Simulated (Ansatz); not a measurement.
# LiBe (Pm-3m): following an unstable mode, part 2 of 2

Aim: this structure of LiBe (Pm-3m) is to be tested for unstable modes, and one is followed downhill.

Ansatz 0.2.0; DFT PBEsol, scalar-relativistic, plane waves, PAW; PAW set soft_1.

So far, highest frequency on the path or at a solved wavevector (cm⁻¹): step 2 (the dispersion) 560. Also lowest frequency on the path (cm⁻¹): step 2 -91.6.

**5. Energy along the mode, all amplitudes (two of the runs are shown above)**

An imaginary frequency means negative curvature, so the energy should fall and then rise again as anharmonic terms take over.

Numbers from this step:

```yaml
depth_at_the_lowest_point_sampled: 1.499 meV/atom
largest_atomic_shift_at_that_point: 0.14 Å
```

The energy from the parent by largest atomic shift:

```
largest atomic shift (Å)  energy from the parent (meV/atom)
                   0.000                                  0
                   0.040                             -0.187
                   0.080                             -0.685
                   0.140                              -1.50
                   0.220                             -0.147
                   0.320                               14.7
```

Displacement at unit largest shift by atom:

```csv
atom,x (Å),y (Å),z (Å),size
Li1,0.00,0.00,0.61,0.61
Li2,0.00,0.00,-0.61,0.61
Be3,0.00,1.00,0.00,1.00
Be4,0.00,-1.00,0.00,1.00
```

The lowest of the steps tried is at 0.14 Å, 1.50 meV/atom below the parent; the bottom of the well need not coincide with a step.

**6. Relaxing from the distorted cell**

Starting from the lowest point found, all atoms and the cell are let go, so that strain and other modes of the same symmetry can join in.

File input.yaml:

```yaml
crystal:
  lattice:
    - [-2.8019923598, 0.0, 0.0]
    - [0.0, -2.8019923598, -2.8019923598]
    - [0.0, -2.8019923598, 2.8019923598]
  atoms:
    - { symbol: Li, position: [0.0, 0.4848326813, 0.5151673187] }
    - { symbol: Li, position: [0.0, 1.0151673187, 0.9848326813] }
    - { symbol: Be, position: [0.5, -0.0249822237, 0.4750177763] }
    - { symbol: Be, position: [0.5, 0.5249822237, 0.0249822237] }
kpoints:
  mp_grid: { grid: [16, 10, 10] }
hamiltonian:
  xc: pbesol
  pseudopotentials: { kind: paw, azcp: { folder: soft_1 }, xc_functional: pbe }
scf:
  occupations: { method: methfessel_paxton, width: 0.2 }
output:
  forces: true
  stress: true
  eigenvalues: true
relax:
  adjacent_minimum: "off"
  f_tol: 0.002
  max_steps: 120
  cell: { stress_tol: 0.03 }
```

Command:

```console
$ ansatz run input.yaml --threads 4 --pin off --max-ram 10240MiB --backend cpu --events-out ev --progress --plain --runs-dir out
```

Numbers of over 12 decimals in the logs are rounded to 6 here.

Log:

```text
[...]
Crystal: 4 atoms, lattice volume = 43.998 Å³
Basis set: ecut = 420 eV, 865 PW (Γ), exchange–correlation on 40×54×54 points (8 copies of the dense FFT grid, shifted against one another)
Bands: 9, of which v1, the nominal top of the filled ones, is band 5 counted from 1 (4 counted from 0)
Symmetry: 8 space group operations
[...]
k-points: 279 of 1600
[...]
SCF iter   1: F=—  HF=-585.268929 eV  |F-HF|=—  |Δ(HF+E_count)|=         —  Δρ=9.56e-3  dr2=4.39e-2  ethr=3.10e-3  ⟨swp⟩=5.1  Hψ=15678  notcnv=0
[...]
SCF iter   7: F=-585.217042 eV  HF=-585.217042 eV  |F-HF|=8.27e-9  |Δ(HF+E_count)|=   2.75e-7  S|Δr|=    0.00e0  Δρ=3.98e-6  dr2=1.44e-8  ethr=1.00e-9  ⟨swp⟩=2.7  Hψ=8802  notcnv=0
SCF 1 converged in 7 iterations: F = -585.217042 eV  dr2 = 1.44e-8
[...]
relax step   1: F+E_penalty+E_count = -585.21704210 eV  Δ(F+E_penalty+E_count) = +0.000e0 eV  max|allowed force component| = 1.366e-2 eV/Å  Δτ_max = 0.0000 Å  P = +0.338 GPa  Ω = 43.998 Å³  (7 SCF iters, dr2 threshold 1.00e-7 eV, accepted)
Crystal: 4 atoms, lattice volume = 44.205 Å³
Basis set: ecut = 420 eV, 873 PW (Γ), exchange–correlation on 40×54×54 points (8 copies of the dense FFT grid, shifted against one another)
[...]
iter 1 solved again at ethr=1.26e-6 eV; its pass at ethr=3.10e-3 eV (dr2=1.26e-4 eV) is discarded
[...]
SCF iter   4: F=-585.221099 eV  HF=-585.221099 eV  |F-HF|=9.48e-8  |Δ(HF+E_count)|=   1.24e-6  S|Δr|=    0.00e0  Δρ=2.03e-5  dr2=7.26e-8  ethr=4.00e-9  ⟨swp⟩=4.3  Hψ=11125  notcnv=0
SCF 2 converged in 4 iterations: F = -585.221099 eV  dr2 = 7.26e-8
relax step   2: F+E_penalty+E_count = -585.22109919 eV  Δ(F+E_penalty+E_count) = -4.057e-3 eV  max|allowed force component| = 2.483e-2 eV/Å  Δτ_max = 0.0080 Å  P = +0.106 GPa  Ω = 44.205 Å³  energy of the carried Pulay correction = -1.080e-5 eV  (4 SCF iters, dr2 threshold 4.00e-7 eV, accepted)
Crystal: 4 atoms, lattice volume = 44.431 Å³
Basis set: ecut = 420 eV, 869 PW (Γ), exchange–correlation on 40×54×54 points (8 copies of the dense FFT grid, shifted against one another)
[...]
SCF iter   5: F=-585.232480 eV  HF=-585.232480 eV  |F-HF|=6.00e-10  |Δ(HF+E_count)|=   1.59e-6  S|Δr|=    0.00e0  Δρ=3.28e-6  dr2=1.41e-9  ethr=4.00e-9  ⟨swp⟩=5.1  Hψ=12211  notcnv=0
SCF 3 converged in 5 iterations: F = -585.232480 eV  dr2 = 1.41e-9
relax step   3: F+E_penalty+E_count = -585.23248008 eV  Δ(F+E_penalty+E_count) = -1.138e-2 eV  max|allowed force component| = 8.365e-2 eV/Å  Δτ_max = 0.0691 Å  P = -0.010 GPa  Ω = 44.431 Å³  energy of the carried Pulay correction = -2.250e-5 eV  (5 SCF iters, dr2 threshold 4.00e-7 eV, accepted)
[...]
relax step   4: F+E_penalty+E_count = -585.24878989 eV  Δ(F+E_penalty+E_count) = -1.631e-2 eV  max|allowed force component| = 1.221e-1 eV/Å  Δτ_max = 0.0816 Å  P = +0.149 GPa  Ω = 44.532 Å³  energy of the carried Pulay correction = -2.775e-5 eV  (5 SCF iters, dr2 threshold 4.00e-7 eV, accepted)
[...]
relax step   5: F+E_penalty+E_count = -585.24507990 eV  Δ(F+E_penalty+E_count) = +3.710e-3 eV  max|allowed force component| = 1.559e-1 eV/Å  Δτ_max = 0.0514 Å  P = +0.330 GPa  Ω = 44.260 Å³  energy of the carried Pulay correction = -1.366e-5 eV  (4 SCF iters, dr2 threshold 4.00e-7 eV, rejected (line search))
[...]
relax step   6: F+E_penalty+E_count = -585.25054987 eV  Δ(F+E_penalty+E_count) = -1.760e-3 eV  max|allowed force component| = 4.162e-2 eV/Å  Δτ_max = 0.0245 Å  P = -0.029 GPa  Ω = 44.493 Å³  energy of the carried Pulay correction = -2.574e-5 eV  (7 SCF iters, accepted)
[...]
relax step   7: F+E_penalty+E_count = -585.25128152 eV  Δ(F+E_penalty+E_count) = -7.317e-4 eV  max|allowed force component| = 6.777e-3 eV/Å  Δτ_max = 0.0176 Å  P = +0.040 GPa  Ω = 44.513 Å³  energy of the carried Pulay correction = -2.677e-5 eV  (4 SCF iters, dr2 threshold 3.69e-7 eV, accepted)
[...]
relax step   8: F+E_penalty+E_count = -585.25154467 eV  Δ(F+E_penalty+E_count) = -2.631e-4 eV  max|allowed force component| = 5.539e-3 eV/Å  Δτ_max = 0.0044 Å  P = +0.005 GPa  Ω = 44.540 Å³  energy of the carried Pulay correction = -2.813e-5 eV  (4 SCF iters, dr2 threshold 2.10e-7 eV, accepted)
[...]
relax step   9: F+E_penalty+E_count = -585.25156108 eV  Δ(F+E_penalty+E_count) = -1.641e-5 eV  max|allowed force component| = 3.739e-5 eV/Å  Δτ_max = 0.0010 Å  P = -0.004 GPa  Ω = 44.546 Å³  energy of the carried Pulay correction = -2.847e-5 eV  (4 SCF iters, dr2 threshold 5.29e-9 eV, accepted)
Basis set: ecut = 420 eV, 851 PW (Γ), exchange–correlation on 36×60×60 points (8 copies of the dense FFT grid, shifted against one another)
[...]
SCF iter   6: F=-585.251884 eV  HF=-585.251884 eV  |F-HF|=6.82e-13  |Δ(HF+E_count)|=  4.32e-12  S|Δr|=    0.00e0  Δρ=3.43e-8  dr2=8.87e-13  ethr=1.00e-12  ⟨swp⟩=4.2  Hψ=7577  notcnv=0
SCF 10 converged in 6 iterations: F = -585.251884 eV  dr2 = 8.87e-13
relax step  10: F+E_penalty+E_count = -585.25188388 eV  Δ(F+E_penalty+E_count) = -3.228e-4 eV  max|allowed force component| = 3.953e-5 eV/Å  Δτ_max = 0.0000 Å  P = +0.006 GPa  Ω = 44.546 Å³  stress off target by 1.94e-2 GPa  SCF on the basis re-selected at this cell (its energy is not comparable with the rows above)  (6 SCF iters)
basis re-selected at this cell: Δ(F+E_penalty+E_count) = -3.228e-4 eV, ΔP = +0.010 GPa vs the last step (what re-selecting the basis moved, of the pressure what is left beyond the Pulay correction that the steps carried, after the strain that the cell walked since its last selection, with what the two solves' SCF thresholds leave and, on support functions, any second-order correction that the steps lacked; it is no measure of the basis error at this ecutwfc). The dense FFT grid was sized anew with the basis: this SCF ran on 18×30×30 points, the steps before it on 20×27×27, so part of this shift can come from that change (see relax.cell in the input reference). [rest of the remark cut]
SCF converged after 6 iterations
[...]
Free energy (F): -585.251884 eV
[...]
Internal energy: -585.253080 eV  (E = F + TS)
E sigma→0 (E₀):  -585.252183 eV
Entropy (-TS):   0.001197 eV (0.299 meV/atom)
Fermi energy:    3.676735 eV
[...]
--- Forces (eV/Å), atoms counted from 1 ---
  atom   1  Li     0.00000000     0.00000000    -0.00000576
  atom   2  Li     0.00000000     0.00000000     0.00000576
  atom   3  Be     0.00000000     0.00003953     0.00000000
  atom   4  Be     0.00000000    -0.00003953     0.00000000
  max |Σ_I F_I| component: 6.78e-21 eV/Å
--- Stress (GPa, compression-positive) ---
       -0.009516       0.000000       0.000000
        0.000000       0.019353       0.000000
        0.000000       0.000000       0.009106
  P = ⅓ Tr σ = 0.0063 GPa (0.063 kbar)
--- Band table (eV; the first three rows and the last of 279) ---
[...]
--- Relaxed structure (9 steps of the walk, 8 accepted, 1 SCFs on fresh bases) ---
  F+E_penalty+E_count = -585.25188388 eV   max|allowed force component| = 3.953e-5 eV/Å   (the final SCF, on the basis selected at the relaxed cell)
  cell:  # Å, volume = 44.5463 Å³
    - [-2.576056, 0.0, 0.0]
    - [0.0, -3.042650, -2.841676]
    - [0.0, -3.042650, 2.841676]
  atoms:
    - { symbol: Li, position: [0, 0.462963, 0.537037] }
    - { symbol: Li, position: [0, 1.037037, 0.962963] }
    - { symbol: Be, position: [0.5, -0.051384, 0.448616] }
    - { symbol: Be, position: [0.5, 0.551384, 0.051384] }
```

Elapsed: 21 s, on 4 threads of Arm Neoverse V1, shared host; peak memory 0.43 GiB; 81 s of CPU time.

Step by step:

| step | energy less that of the first step (eV) | largest force component (eV/Å) | pressure (GPa) | volume (Å³) |
| --- | --- | --- | --- | --- |
| 1 | 0.0000 | 0.0137 | 0.34 | 44.00 |
| 2 | -0.0041 | 0.0248 | 0.11 | 44.21 |
| 3 | -0.0154 | 0.0836 | -0.01 | 44.43 |
| 4 | -0.0317 | 0.1221 | 0.15 | 44.53 |
| 5 | -0.0280 | 0.1559 | 0.33 | 44.26 |
| 6 | -0.0335 | 0.0416 | -0.03 | 44.49 |
| 7 | -0.0342 | 0.0068 | 0.04 | 44.51 |
| 8 | -0.0345 | 0.0055 | 0.01 | 44.54 |
| 9 | -0.0345 | 0.0000 | 0.00 | 44.55 |
| 10* | -0.0348 | 0.0000 | 0.01 | 44.55 |

Relaxation steps marked * repeat the geometry before them on a plane-wave basis chosen anew for their cell, so energy and pressure can jump there. Relaxation step 5 was tried and not accepted.

The run keeps the 8 symmetry operations that it works with, so distortions that break them were not tested.

```
conventional cell, symmetrised  before  after  change
                         a (Å)   5.604  5.683  +1.4 %
                         b (Å)   5.604  6.085  +8.6 %
                         c (Å)   2.802  2.576  -8.1 %
              volume (Å³/atom)   11.00  11.14  +1.2 %
```

The atoms that moved most (Å, as changes of fractional coordinates times the final cell):

```csv
atom,dx,dy,dz,length
Be4,0.000,-0.161,0.000,0.161
Be3,0.000,0.161,0.000,0.161
Li2,0.000,0.000,-0.124,0.124
Li1,0.000,0.000,0.124,0.124
```

The relaxed structure:

```xyz
4
Lattice="-2.5761 0.0000 0.0000 0.0000 -3.0427 -2.8417 0.0000 -3.0427 2.8417" Properties=species:S:1:pos:R:3 pbc="T T T"
Li    0.0000   -3.0427    0.2105
Li    0.0000   -6.0853   -0.2105
Be   -1.2880   -1.2086    1.4208
Be   -1.2880   -1.8340   -1.4208
```

This step gave:

| Item | Value |
| --- | --- |
| pressure | 0.006314 GPa |
| volume per atom | 11.14 Å³ |

The distorted start has space group Cmmm; the relaxation ends in Cmmm.

**7. The new phase in its own primitive cell**

The relaxed structure is symmetrised, reduced to its primitive cell and relaxed tightly, as its phonons need.

input.yaml, the sections that differ from step 6:

```yaml
crystal:
  lattice:
    - [2.8416763373, -3.0426500746, 0.0]
    - [2.8416763373, 3.0426500746, 0.0]
    - [0.0, 0.0, 2.5760561018]
  atoms:
    - { symbol: Li, position: [0.2129634221, 0.2129634221, 0.0] }
    - { symbol: Li, position: [0.7870365779, 0.7870365779, 0.0] }
    - { symbol: Be, position: [0.3013843724, 0.6986156276, 0.5] }
    - { symbol: Be, position: [0.6986156276, 0.3013843724, 0.5] }
kpoints:
  mp_grid: { grid: [10, 10, 16] }
relax:
  adjacent_minimum: "off"
  f_tol: 0.001
  max_steps: 60
  cell: { stress_tol: 0.01 }
# hamiltonian, scf, output: as in step 6
```

Log:

```text
[...]
Crystal: 4 atoms, lattice volume = 44.546 Å³
Basis set: ecut = 420 eV, 851 PW (Γ), exchange–correlation on 60×60×36 points (8 copies of the dense FFT grid, shifted against one another)
Bands: 9, of which v1, the nominal top of the filled ones, is band 5 counted from 1 (4 counted from 0)
Symmetry: 8 space group operations
[...]
k-points: 279 of 1600
[...]
--- Relaxed structure (2 steps of the walk, 2 accepted, 1 SCFs on fresh bases) ---
[...]
cell:  # Å, volume = 44.5511 Å³
    - [2.841831, -3.043190, 0]
    - [2.841831, 3.043190, 0]
    - [0, 0, 2.575734]
  atoms:
    - { symbol: Li, position: [0.212957, 0.212957, 0] }
    - { symbol: Li, position: [0.787043, 0.787043, 0.0] }
    - { symbol: Be, position: [0.301403, 0.698597, 0.5] }
    - { symbol: Be, position: [0.698597, 0.301403, 0.5] }
[key lines of the parts left out:]
SCF converged after 5 iterations
Free energy (F): -585.251885 eV
Fermi energy:    3.676331 eV
P = ⅓ Tr σ = 0.0015 GPa (0.015 kbar)
```

It took 6.5 s on 4 threads; peak memory 0.43 GiB; 24 s of CPU time.

Little changed from the start: no atom moved by 0.005 Å and no cell edge by 0.1 %.

This step gave:

| Property | Result |
| --- | --- |
| pressure | 0.001509 GPa |

The largest force component left is 0.48 meV/Å and the pressure is 0.002 GPa, within the tolerances set. The cell now holds 11.14 Å³/atom.

**8. Modes of the new phase, k-mesh 10×10×16**

A relaxed structure may still be a saddle point, so its zone-centre modes are computed. No field response is asked, since the mesh shows no gap.

input.yaml, the sections that differ from step 7:

```yaml
crystal:
  lattice:
    - [2.8418306001, -3.0431904134, 0.0]
    - [2.8418306001, 3.0431904134, 0.0]
    - [0.0, 0.0, 2.5757340279]
  atoms:
    - { symbol: Li, position: [0.2129574256, 0.2129574256, 0.0] }
    - { symbol: Li, position: [0.7870425744, 0.7870425744, 0.0] }
    - { symbol: Be, position: [0.3014033388, 0.6985966612, 0.5] }
    - { symbol: Be, position: [0.6985966612, 0.3014033388, 0.5] }
output:
  eigenvalues: true
phonons:
  method: dfpt
# kpoints, hamiltonian, scf: as in step 7
# relax: removed
```

Log:

```text
zone centre: on kpoints.mp_grid the ground state, and the responses unless they are solved on pairs of k-points, stand on 468 of the mesh's 1600 k-points, reduced under 2 symmetry operations, with k and −k counted as one. Each operation leaves every solved displacement unchanged or reverses it
[...]
Crystal: 4 atoms, lattice volume = 44.551 Å³
Basis set: ecut = 420 eV, 851 PW (Γ), exchange–correlation on 60×60×36 points (8 copies of the dense FFT grid, shifted against one another)
Bands: 9, of which v1, the nominal top of the filled ones, is band 5 counted from 1 (4 counted from 0)
Symmetry: 8 space group operations
k-points: 468 of 1600 (irreducible under 2 space group operations, time reversal used)
[...]
SCF iter   1: F=—  HF=-585.308252 eV  |F-HF|=—  |Δ(HF+E_count)|=         —  Δρ=1.06e-2  dr2=6.01e-2  ethr=3.10e-3  ⟨swp⟩=5.1  Hψ=26908  notcnv=0
[...]
SCF iter   9: F=-585.251885 eV  HF=-585.251885 eV  |F-HF|=1.14e-13  |Δ(HF+E_count)|=  2.44e-11  S|Δr|=    0.00e0  Δρ=1.42e-8  dr2=1.14e-13  ethr=1.00e-12  ⟨swp⟩=5.2  Hψ=15060  notcnv=0
[...]
SCF 1 converged in 9 iterations: F = -585.251885 eV  dr2 = 1.14e-13
[...]
DFPT response loops at Γ: preconditioner auto → Kerker (q_TF=auto, 2.127 Å⁻¹) (partly filled bands, converged f_vac=0.000); β = 1.00, the filter's whole step (`scf.mixing.beta` (0.50) is not read by the response loops under this deck's `scf.mixing.preconditioner`; to damp them name `kerker` or `kerker_dos`, under which they read `scf.mixing.beta`, and type it under 1.00, their step now; both keys bind the ground state too); Broyden in place of MSR1
SCF converged after 9 iterations
[...]
Free energy (F): -585.251885 eV
[...]
Internal energy: -585.253090 eV  (E = F + TS)
E sigma→0 (E₀):  -585.252186 eV
Entropy (-TS):   0.001205 eV (0.301 meV/atom)
Fermi energy:    3.676331 eV
[...]
--- Band table (eV; the first three rows and the last of 468) ---
[...]
--- Phonons (Γ-DFPT): 6 representative perturbations + reference, on 468 of 1600 k-points (Σ response iterations 18) ---
  k mesh reduced under 2 symmetry operations, with k and −k counted as one. Each operation leaves every solved displacement unchanged or reverses it
  ASR residual: 1.239e-5 → 0.000e0 eV/Å²; symmetrization residual: 3.066e-7 eV/Å²
  ASR residual per site (eV/Å²): 2.24e-6 2.24e-6 1.24e-5 1.24e-5
  Γ frequencies (cm⁻¹): -167.96 0.00 0.00 0.00 258.28 324.20 329.99 483.83 489.66 523.78 526.76 571.55
  non-analytic LO–TO correction: not included (Born effective charges unavailable; polar crystals: no LO–TO splitting at Γ)
```

The job ended after 27 s (4 threads; peak memory 0.95 GiB; 100 s of CPU time).

This step gave:

```
sum-rule residual before enforcement                    : 1.24e-5 eV/Å²
point group                                             : mmm
highest optical mode at the zone centre (no LO-TO term) : 571.5 cm⁻¹
lowest optical zone-centre mode                         : -168.0 cm⁻¹
```

Patterns of degenerate modes are one choice out of their space. The modes at Γ (shares of kinetic energy by element, %) (negative means imaginary):

```
mode  frequency (cm⁻¹)  symmetry  Li %  Be %
   1            -168.0       B1g    32    68
   2               0.0  acoustic    44    56
   3               0.0  acoustic    44    56
   4               0.0  acoustic    44    56
   5             258.3        Ag    29    71
   6             324.2       B3g     0   100
   7             330.0       B2g   100     0
   8             483.8       B1g    68    32
   9             489.7       B1u    56    44
  10             523.8       B2u    56    44
  11             526.8       B3u    56    44
  12             571.5        Ag    71    29
```

Displacements in mode 1 (-168.0 cm⁻¹), the largest set to 1:
```
Li1  0.00  0.78  0.00
Li2  0.00 -0.78  0.00
Be3  1.00  0.00  0.00
Be4 -1.00  0.00  0.00
```

Displacements in mode 11 (526.8 cm⁻¹), the largest set to 1:
```
Li1  1.00  0.00  0.00
Li2  1.00  0.00  0.00
Be3 -0.77  0.00  0.00
Be4 -0.77  0.00  0.00
```

Before it was imposed, the acoustic sum rule was missed by 1.2e-5 eV/Å². Small misses are needed for a sound result but don't prove that mesh and cutoff are converged. The lowest optical mode is imaginary, 168.0i cm⁻¹, so the energy falls along it.

**9. Results**

| Property | Result |
| --- | --- |
| unstable mode of the parent | q = (0, -0.5, -0.5), 92i cm⁻¹ |
| depth at the lowest point sampled | 1.50 meV/atom |
| largest atomic shift at that point | 0.14 Å |
| space group reached (within 0.01 Å) | Cmmm |
| energy gained over the parent (first relaxation, on the mesh of the frozen mode) | 10.3 meV/atom |
| volume per atom, phase reached | 11.1 Å³ |
| lowest optical zone-centre mode, phase reached | -168 cm⁻¹ |
| highest optical mode at the zone centre (no LO-TO term), phase reached | 572 cm⁻¹ |

**Reading.** Along this mode the structure falls into Cmmm, 10.3 meV/atom below the parent. At the parent's cell the well is 1.499 meV/atom deep on the steps tried, with its lowest point at a shift of 0.14 Å. Relaxing atoms and cell changes the gain by +8.83 meV/atom against the lowest step (energies at zero smearing). Most of the total comes from this relaxation. The new phase still has an imaginary mode at the zone centre of its cell, so it is a saddle point on the way to a lower structure. Of the 4 patterns followed to their end from this parent, this one ends 95.0 meV/atom above the lowest, Pmma. Each path keeps the symmetry of its pattern, so a lower phase may lie along a pattern not tried. With no gap, or one that is small against the smearing, the frequencies hang on the k mesh and the smearing, most of all near Kohn anomalies. The phonon runs are without spin polarisation, although the cell has an odd electron count. The PAW files were made for PBE and serve the other functionals too. A phonon run warned that its eigensolver left some bands unconverged in a pass.

[Logs are printed without paths, hosts, clocks, repeated set-up lines and the standing remarks that a program may print on its own settings, such as how far it seeks lower states.]

[Hosts, paths, dates, database ids (printed as entryN), source tags and the programs' standing remarks are cut or masked in the printed files.]
